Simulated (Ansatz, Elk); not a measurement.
# How far do independent atoms describe B4MoPt2?

Structure refinements treat a crystal as free atoms side by side. For a made-up structure of B4MoPt2 (cell and positions from a r2SCAN relaxation) the runs below show what the calculated density changes in F(hkl).

Calculated with Elk 11.2.3 (patched build); DFT, PBE, all-electron APW+lo, Dirac cores, scalar-relativistic bands, static density, no spin.

This account leaves out most program logs.

The structure was built from a prototype and need not be the compound's stable phase.

**1. The structure**

The structure is orthorhombic, space group Immm (No. 71). Conventional cell: a = 3.185 Å, b = 3.343 Å, c = 12.946 Å, α = 90.00°, β = 90.00°, γ = 90.00°. Nearest to Pt lie 7 B at 2.27 to 2.41 Å. Nearest to Mo lie 12 B at 2.43 to 2.47 Å. B has 3 B at 1.74 to 1.82 Å and 2 Pt at 2.29 Å and 4 Mo at 2.47 Å nearest. B has 2 B at 1.82 Å and 5 Pt at 2.27 to 2.41 Å and 2 Mo at 2.43 Å nearest. Farther neighbours are not listed.

As a file:

```cif
data_structure
_symmetry_space_group_name_H-M 'P 1'
_symmetry_Int_Tables_number 1
_cell_length_a 6.8723
_cell_length_b 6.8723
_cell_length_c 6.8723
_cell_angle_alpha 153.202
_cell_angle_beta 151.847
_cell_angle_gamma 39.259
_cell_volume 68.92
loop_
_atom_site_label
_atom_site_type_symbol
_atom_site_fract_x
_atom_site_fract_y
_atom_site_fract_z
_atom_site_occupancy
Pt1 Pt 0.81144 0.81144 0.00000 1
Pt2 Pt 0.18856 0.18856 0.00000 1
Mo3 Mo 0.00000 0.50000 0.50000 1
B4 B 0.56730 0.06730 0.50000 1
B5 B 0.43270 0.93270 0.50000 1
B6 B 0.63593 0.63593 0.00000 1
B7 B 0.36407 0.36407 0.00000 1
```

**2. Ground state and structure factors**

An all-electron density is needed, since X-rays see the cores too. Task 0 finds the density and task 195 Fourier-transforms it; tshift is off so that phases refer to the origin typed.

elk.in reads:

```
tasks
  0
  195

xctype
  20

spinpol
  .false.

rgkmax
  7.0

gmaxvr
  14.0

lmaxo
  7

lmaxapw
  8

swidth
  0.002

tshift
  .false.

ramdisk
  .false.

hmaxvr
  5.5

maxscl
  120

epspot
  1e-06

sppath
  './'

avec
  -3.00941506981 3.15863014602 12.23202377677
  3.00941506981 -3.15863014602 12.23202377677
  3.00941506981 3.15863014602 -12.23202377677

atoms
  3
  'Pt.in'
  2
  0.8114360753 0.8114360753 -0.0000000000   0.000000 0.000000 0.000000
  0.1885639247 0.1885639247 -0.0000000000   0.000000 0.000000 0.000000
  'Mo.in'
  1
  0.0000000000 0.5000000000 0.5000000000   0.000000 0.000000 0.000000
  'B.in'
  4
  0.5673025819 0.0673025819 0.5000000000   0.000000 0.000000 0.000000
  0.4326974181 0.9326974181 0.5000000000   0.000000 0.000000 0.000000
  0.6359330895 0.6359330895 -0.0000000000   0.000000 0.000000 0.000000
  0.3640669105 0.3640669105 0.0000000000   0.000000 0.000000 0.000000

ngridk
  10 10 10
```

Launch:

```
OMP_NUM_THREADS=4 elk
```

Elapsed: 4 min, on 4 threads of Arm Neoverse V2, shared host; peak memory 0.3 GiB.

SFACRHO.OUT:

```text

h k l indices transformed by vhmat matrix:
   1.000000000       0.000000000       0.000000000    
   0.000000000       1.000000000       0.000000000    
   0.000000000       0.000000000       1.000000000    

      h      k      l  multipl.   |H|            Re(F)            Im(F)           |F|

      0      0      0      1   0.0000000       218.00000     -0.14725671E-17   218.00000    
      1      1     -1      2  0.51366687      -63.568346      0.46391378E-13   63.568346    
      0      1     -1      4   1.0272315       77.239980     -0.26422915E-13   77.239980    
     -2     -2      2      2   1.0273337       31.822777      0.31263755E-14   31.822777    
     -1      0      1      4   1.0750513       18.801618      0.16942938E-13   18.801618    
     -1     -2      2      4   1.2581383      -86.061472     -0.11234782E-12   86.061472    
     -1     -2      1      4   1.2974754      -148.38820     -0.13050096E-12   148.38820    
      0      0     -1      4   1.4418783       97.310446     -0.25952635E-13   97.310446    
      0      2     -1      8   1.5306426      -126.75556      0.78260238E-13   126.75556    
     -3     -3      3      2   1.5410006       115.31252      0.11396143E-12   115.31252    
      2      3     -3      4   1.6242926       152.54998     -0.16055451E-12   152.54998    
      2      3     -2      4   1.6549493       85.637888     -0.13433330E-12   85.637888    
     -2     -2      3      8   1.7704315      -30.251396      0.19968463E-13   30.251396    
     -1      1     -1      2   1.9892121       153.58833     -0.31765195E-13   153.58833    
     -2      0      0      4   2.0544631      -52.854416     -0.16539535E-13   52.854416    
     -3     -4      4      4   2.0546164      -20.992622     -0.75940669E-13   20.992622    
      4      4     -4      2   2.0546675      -87.978462      0.20956801E-12   87.978462    
      4      3     -4      4   2.0789370      -84.081232      0.56073057E-13   84.081232
```

Elk indexes on the primitive cell of elk.in and gives |H| = 4π sin θ/λ in inverse bohr. Below, one row stands for each form hkl of the conventional cell (m members, Friedel mates merged), F is for one primitive cell and the density is static (no thermal factor). Free-atom factors are Waasmaier and Kirfel's, and R is Σm||F|−|F'||/Σm|F|.

```csv
hkl,m,sin θ/λ (Å⁻¹),"abs F, DFT",neutral atoms,diff.
002,2,0.077,63.568,63.810,-0.242
011,4,0.154,77.240,78.119,-0.879
004,2,0.154,31.823,32.327,-0.505
101,4,0.162,18.802,18.633,+0.169
013,4,0.189,86.061,86.249,-0.188
103,4,0.195,148.388,149.345,-0.957
110,4,0.217,97.310,97.539,-0.228
112,8,0.230,126.756,127.047,-0.291
006,2,0.232,115.312,116.014,-0.702
015,4,0.244,152.550,152.854,-0.304
105,4,0.249,85.638,85.711,-0.073
114,8,0.266,30.251,30.295,-0.043
020,2,0.299,153.588,153.721,-0.133
022,4,0.309,52.854,52.994,-0.140
```

**3. The highest occupied states alone**

An energy window below the Fermi level keeps the highest occupied states, to see at which angles they scatter; shallow core shells can lie inside it and anion s states outside. No new self-consistency is needed.

elk.in: that of step 2 with these lines changed.

```diff
@@ -1,3 +1,2 @@
 tasks
-  0
   195
@@ -40,2 +39,5 @@
 
+wsfac
+  -0.057990 0.793250
+
 sppath
```

Launch:

```
OMP_NUM_THREADS=4 elk
```

The job ended after 13 s (4 threads; peak memory 0.19 GiB; 28 s of CPU time).

States within 15 eV below the Fermi level hold 38.00 electrons; any levels below the window count with the cores. Their amplitudes can exceed the total, where window and core parts have opposite phase:

```csv
hkl,sin θ/λ (Å⁻¹),"abs F, window","abs F, all"
002,0.077,4.703,63.568
011,0.154,1.379,77.240
004,0.154,0.655,31.823
101,0.162,2.305,18.802
013,0.189,4.363,86.061
103,0.195,5.507,148.388
110,0.217,4.553,97.310
112,0.230,5.347,126.756
006,0.232,3.385,115.312
015,0.244,5.599,152.550
```

**4. Another functional**

The difference from free atoms is small, so it is set against the change that LDA (Perdew-Wang) makes.

elk.in: that of step 3 with these lines changed.

```diff
@@ -1,2 +1,3 @@
 tasks
+  0
   195
@@ -4,3 +5,3 @@
 xctype
-  20
+  3
 
@@ -39,5 +40,2 @@
 
-wsfac
-  -0.057990 0.793250
-
 sppath
```

Launch:

```
OMP_NUM_THREADS=4 elk
```

Elapsed: 2.5 min, on 4 threads; peak memory 0.23 GiB.

Against the first run R = 0.02 %; the largest change is -0.053 at 420.

**5. Basis size**

The basis and the expansions that go with it are enlarged, to see whether the differences are converged.

elk.in: that of step 4 with these lines changed.

```diff
@@ -5,3 +5,3 @@
 xctype
-  3
+  20
 
@@ -11,12 +11,12 @@
 rgkmax
-  7.0
+  8.5
 
 gmaxvr
-  14.0
+  18.0
 
 lmaxo
-  7
+  9
 
 lmaxapw
-  8
+  10
```

Launch:

```
OMP_NUM_THREADS=4 elk
```

Run time: 9.5 min. Hardware: 4 threads; peak memory 0.61 GiB; 37 min of CPU time.

Against the first run R = 0.00 %; the largest change is +0.014 at 220.

**6. Settings against the effect**

```csv
run,R against the first run (%),"R against neutral atoms, low angle (%)",wall time
"PBE, rgkmax 7",0.00,0.37,4 min
LDA (Perdew-Wang),0.02,0.37,2.5 min
rgkmax 8.5 with larger expansions,0.00,0.37,9.5 min
```

**7. What came out**

- R against neutral atoms, sin θ/λ < 0.3 Å⁻¹: 0.37 %
- R against neutral atoms, 0.3 to 0.71 Å⁻¹: 0.17 %

Independent neutral atoms miss the calculated amplitudes by R = 0.37 % below 0.3 Å⁻¹ and 0.17 % from there to 0.71 Å⁻¹; by shells, 0.38 % below 0.15 Å⁻¹ (1 form), 0.37 % 0.15 to 0.3 (12 forms), 0.18 % 0.3 to 0.45 (28 forms), 0.16 % above 0.45 (108 forms). Bonding, aspherical density and the tables' own atoms all enter these figures, and the runs don't part them. The largest change of an amplitude is -0.96 electrons, at 103. The window's part falls from 38.0 electrons at the origin to at most 0.48 between 0.45 and 0.71 Å⁻¹. Below 0.3 Å⁻¹ the changes that finished (LDA (Perdew-Wang) and rgkmax 8.5 with larger expansions) move F by R = 0.01 % at most, against the 0.37 % that separates it from free atoms. The k-mesh has no finished test. These runs have no spin, though d or f shells may be open. Spin-orbit coupling is left out, which can matter for elements this heavy. Part of the difference isn't bonding: the tables are fits to free atoms and ions calculated by other methods than this functional. Thermal motion, anomalous dispersion and extinction are left out.

[Logs are printed without paths, hosts, clocks, repeated set-up lines and the standing remarks that a program may print on its own settings, such as how far it seeks lower states.]

[Hosts, paths, dates, database ids (printed as entryN), source tags and the programs' standing remarks are cut or masked in the printed files.]
